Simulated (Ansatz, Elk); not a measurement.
# Bonding as seen by X-rays: SrNiSO, part 2 of 2

Structure refinements treat a crystal as free atoms side by side. For a made-up structure of SrNiSO (cell and positions from a PBE relaxation) the runs below show what the calculated density changes in F(hkl).

Elk 11.2.3 (patched build); all-electron DFT.

So far: Starting point; Ground state and structure factors; The highest occupied states alone.

The structure was built from a prototype and need not be the compound's stable phase.

## Step 4: Another try

Level of this step: DFT, PBE, all-electron APW+lo, Dirac cores, scalar-relativistic bands, static density, no spin (Elk).

In this try the input is made faulty on purpose, to show what that does.

The input is changed as shown.

Input file elk.in:

```
tasks
  0
  195

xctype
  20

spinpol
  .false.

rgkmax
  3.5

gmaxvr
  14.0

lmaxo
  7

lmaxapw
  8

swidth
  0.002

tshift
  .false.

ramdisk
  .false.

hmaxvr
  5.5

maxscl
  60

epspot
  1e-06

sppath
  './'

avec
  3.99481849355 -17.03184260226 0.00000000000
  3.99481849355 17.03184260226 0.00000000000
  0.00000000000 0.00000000000 7.44300809771

atoms
  4
  'Sr.in'
  2
  0.3528112722 0.6471887278 0.7500000000   0.000000 0.000000 0.000000
  0.6471887278 0.3528112722 0.2500000000   0.000000 0.000000 0.000000
  'Ni.in'
  2
  0.0573056782 0.9426943218 0.7500000000   0.000000 0.000000 0.000000
  0.9426943218 0.0573056782 0.2500000000   0.000000 0.000000 0.000000
  'S.in'
  2
  0.1789836947 0.8210163053 0.7500000000   0.000000 0.000000 0.000000
  0.8210163053 0.1789836947 0.2500000000   0.000000 0.000000 0.000000
  'O.in'
  2
  0.9529837133 0.0470162867 0.7500000000   0.000000 0.000000 0.000000
  0.0470162867 0.9529837133 0.2500000000   0.000000 0.000000 0.000000

ngridk
  6 6 6
```

Started as:

```
$ OMP_NUM_THREADS=4 elk
```

Numbers of over 12 decimals in the logs are rounded to 6 here.

Output:

```text
┌─────────────────────────┐
│ Elk code version 11.2.3 │
└─────────────────────────┘

All units are atomic (Hartree, Bohr, etc.)

┌─────────────────────────────────────────────────┐
│ Ground-state run starting from atomic densities │
└─────────────────────────────────────────────────┘

Lattice vectors :
   3.994818494      -17.03184260       0.000000000
   3.994818494       17.03184260       0.000000000
   0.000000000       0.000000000       7.443008098

Reciprocal lattice vectors :
  0.7864168694     -0.1844540680       0.000000000
[...]
species : 2 (Ni)
[...]
species : 3 (S)
[...]
species : 4 (O)
   atom 1                    :    6.201357027     (  0.9610564189E-07)
   atom 2                    :    6.201357027     (  0.9610564189E-07)
 total in muffin-tins        :    164.2761390
 total calculated charge     :    179.9935873
 total charge                :    180.0000000
 error                       :   0.6412695109E-02

┌──────────────────────────────┐
│ Self-consistent loop stopped │
└──────────────────────────────┘

Warning : core states of species 2 leak from the muffin-tin :   0.3074727654E-02

Wrote STATE.OUT
[key lines of the parts left out:]
total energy                :     -10346.279057620
```

It took 85 s on 4 threads of Arm Neoverse V1, shared host; peak memory 0.27 GiB; 4 min of CPU time.

The run finished. A setting was moved off its sound value on purpose, so it serves as a test and not as the result.

The fault put into the input: a cutoff far too low.

Its structure factors differ from the first run's by R = 0.9 %.

## Step 5: Another functional

The difference from free atoms is small, so it is set against the change that LDA (Perdew-Wang) makes.

elk.in: that of step 4 with these lines changed.

```diff
@@ -5,3 +5,3 @@
 xctype
-  20
+  3
 
@@ -11,3 +11,3 @@
 rgkmax
-  3.5
+  7.0
 
@@ -35,3 +35,3 @@
 maxscl
-  60
+  120
```

Started as:

```
$ OMP_NUM_THREADS=4 elk
```

Output:

```text
┌─────────────────────────┐
│ Elk code version 11.2.3 │
└─────────────────────────┘

All units are atomic (Hartree, Bohr, etc.)

┌─────────────────────────────────────────────────┐
│ Ground-state run starting from atomic densities │
└─────────────────────────────────────────────────┘

Lattice vectors :
   3.994818494      -17.03184260       0.000000000
   3.994818494       17.03184260       0.000000000
   0.000000000       0.000000000       7.443008098

Reciprocal lattice vectors :
  0.7864168694     -0.1844540680       0.000000000
[...]
species : 2 (Ni)
[...]
species : 3 (S)
[...]
species : 4 (O)
   atom 1                    :    6.723949287     ( -0.3910102310E-05)
   atom 2                    :    6.723949287     ( -0.3910102310E-05)
 total in muffin-tins        :    166.6375994
 total calculated charge     :    179.9918757
 total charge                :    180.0000000
 error                       :   0.8124329787E-02

┌──────────────────────────────┐
│ Self-consistent loop stopped │
└──────────────────────────────┘

Warning : core states of species 2 leak from the muffin-tin :   0.3071590542E-02

Wrote STATE.OUT
[key lines of the parts left out:]
total energy                :     -10334.952197996
```

Wall time 2 min (4 threads); peak memory 0.33 GiB.

Against the first run R = 0.06 %; the largest change is -0.083 at 002.

## Step 6: Basis size

The basis and the expansions that go with it are enlarged, to see whether the differences are converged.

elk.in: that of step 5 with these lines changed.

```diff
@@ -5,3 +5,3 @@
 xctype
-  3
+  20
 
@@ -11,12 +11,12 @@
 rgkmax
-  7.0
+  8.5
 
 gmaxvr
-  14.0
+  18.0
 
 lmaxo
-  7
+  9
 
 lmaxapw
-  8
+  10
```

Started as:

```
$ OMP_NUM_THREADS=4 elk
```

Output:

```text
┌─────────────────────────┐
│ Elk code version 11.2.3 │
└─────────────────────────┘

All units are atomic (Hartree, Bohr, etc.)

┌─────────────────────────────────────────────────┐
│ Ground-state run starting from atomic densities │
└─────────────────────────────────────────────────┘

Lattice vectors :
   3.994818494      -17.03184260       0.000000000
   3.994818494       17.03184260       0.000000000
   0.000000000       0.000000000       7.443008098

Reciprocal lattice vectors :
  0.7864168694     -0.1844540680       0.000000000
[...]
species : 4 (O)
   atom 1                    :    6.784665430     (  0.1005816037E-06)
   atom 2                    :    6.784665430     (  0.1005816037E-06)
 total in muffin-tins        :    166.8361969
 total calculated charge     :    179.9939658
 total charge                :    180.0000000
 error                       :   0.6034241229E-02

┌──────────────────────────────┐
│ Self-consistent loop stopped │
└──────────────────────────────┘

Warning : core states of species 2 leak from the muffin-tin :   0.2943557356E-02

Warning : core states of species 3 leak from the muffin-tin :   0.1031231581E-03

Wrote STATE.OUT
[key lines of the parts left out:]
total energy                :     -10350.521976390
```

It took 9.6 min on 4 threads; peak memory 0.85 GiB.

Against the first run R = 0.04 %; the largest change is +0.044 at 0 10 0.

## Step 7: Settings against the effect

```csv
run,R against the first run (%),"R against neutral atoms, low angle (%)",wall time
"PBE, rgkmax 7",0.00,0.54,2.7 min
LDA (Perdew-Wang),0.06,0.47,2 min
rgkmax 8.5 with larger expansions,0.04,0.55,9.6 min
```

## Step 8: Results

| Item | Value |
| --- | --- |
| R against neutral atoms, sin θ/λ < 0.3 Å⁻¹ | 0.54 % |
| R against neutral atoms, 0.3 to 0.55 Å⁻¹ | 0.35 % |

**Reading.** Independent neutral atoms miss the calculated amplitudes by R = 0.54 % below 0.3 Å⁻¹ and 0.35 % from there to 0.55 Å⁻¹; by shells, 0.77 % below 0.15 Å⁻¹ (5 forms), 0.52 % 0.15 to 0.3 (24 forms), 0.34 % 0.3 to 0.45 (52 forms), 0.37 % above 0.45 (63 forms). Bonding, aspherical density and the tables' own atoms all enter these figures, and the runs don't part them. The largest change of an amplitude is +0.77 electrons, at 110. The window's part falls from 40.0 electrons at the origin to at most 3.95 between 0.45 and 0.55 Å⁻¹, where compact states inside the window still scatter. Below 0.3 Å⁻¹ the changes that finished (LDA (Perdew-Wang) and rgkmax 8.5 with larger expansions) move F by R = 0.09 % at most, against the 0.54 % that separates it from free atoms. The k-mesh has no finished test. These runs have no spin, though d or f shells may be open. Part of the difference isn't bonding: the tables are fits to free atoms and ions calculated by other methods than this functional. Thermal motion, anomalous dispersion and extinction are left out.

[Logs are printed without paths, hosts, clocks, repeated set-up lines and the standing remarks that a program may print on its own settings, such as how far it seeks lower states.]

[Hosts, paths, dates, database ids (printed as entryN), source tags and the programs' standing remarks are cut or masked in the printed files.]
